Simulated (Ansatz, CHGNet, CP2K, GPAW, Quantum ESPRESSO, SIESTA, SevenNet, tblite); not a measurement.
# Which run comes nearest? Random packing of 35PbO-65B2O3 (mol %) (67 atoms)

Density of this cell: 4.24 g/cm³. The cell holds 67 atoms: 6 Pb, 39 O and 22 B. Its edges and angles: a = 9.376 Å, b = 9.376 Å, c = 9.376 Å, α = 90.0°, β = 90.0°, γ = 90.0°. 67 atoms (6 Pb, 39 O, 22 B) packed at random in a cube at 4.24 g/cm³ and pushed apart as soft spheres, cations and anions kept from their own kind; a start for melting by ab initio MD, not an equilibrated structure. Then every atom was moved at random, 0.02 Å r.m.s. a Cartesian component.

Geometry: as built.

The reference, a calculation:

```
method                 : Kohn-Sham DFT, PBE, PAW, plane waves (Ansatz 0.2.0); cutoff 420 eV, Γ point, fermi-dirac smearing of 0.05 eV; PAW set soft_2
r.m.s. force component : 2.566 eV/Å
longest force          : 7.496 eV/Å
pressure               : -15.32 GPa
SCF cycles             : 15
time                   : 4.6 s on 8 threads of Arm Neoverse V2, shared host
CPU time               : 30 s
```

Runs, in no order:
A. SIESTA PBE, SZ, shift 0.01 Ry, mesh 500 Ry: Kohn-Sham DFT, PBE, PseudoDojo 0.4.1 norm-conserving pseudopotentials (converted to PSML), numerical atomic orbitals (SZ), diagonalisation
B. SevenNet l3i5 potential: machine-learned interatomic potential SevenNet l3i5, trained on PBE(+U) plane-wave data
C. QE PBE, sssp-1.3.0-efficiency, 60/480 Ry: Kohn-Sham DFT, PBE, SSSP efficiency 1.3.0 pseudopotentials, plane waves
D. QE PBE, gbrv-1.5, 40/200 Ry: Kohn-Sham DFT, PBE, GBRV 1.5 ultrasoft pseudopotentials, plane waves
E. SIESTA BLYP, PBE potentials, DZP, shift 0.01 Ry, mesh 500 Ry: Kohn-Sham DFT, BLYP, PseudoDojo 0.4.1 norm-conserving pseudopotentials (converted to PSML), numerical atomic orbitals (DZP), diagonalisation

Q: Order them from the smallest to the largest r.m.s. force difference.

D, C, E, B, A.

| run | Δ force, r.m.s. (meV/Å) | share of r.m.s. force (%) | CPU time |
| --- | --- | --- | --- |
| D. QE PBE, gbrv-1.5, 40/200 Ry | 14.7 | 0.572 | 7.4 min |
| C. QE PBE, sssp-1.3.0-efficiency, 60/480 Ry | 39.6 | 1.54 | 19 min |
| E. SIESTA BLYP, PBE potentials, DZP, shift 0.01 Ry, mesh 500 Ry | 253 | 9.86 | 9.3 min |
| B. SevenNet l3i5 potential | 522 | 20.3 | 8.2 s |
| A. SIESTA PBE, SZ, shift 0.01 Ry, mesh 500 Ry | 1263 | 49.2 | 2.8 min |

Machine-learned potentials mimic data converged in k, so the reference's own k-point error enters their differences. The electronic-structure runs sample only Γ, in a cell whose shortest periodic width is 9 Å, which is coarse for a cell with partly filled levels.

[Logs are printed without paths, hosts, clocks, repeated set-up lines and the standing remarks that a program may print on its own settings, such as how far it seeks lower states.]

[Hosts, paths, dates, database ids (printed as entryN), source tags and the programs' standing remarks are cut or masked in the printed files.]
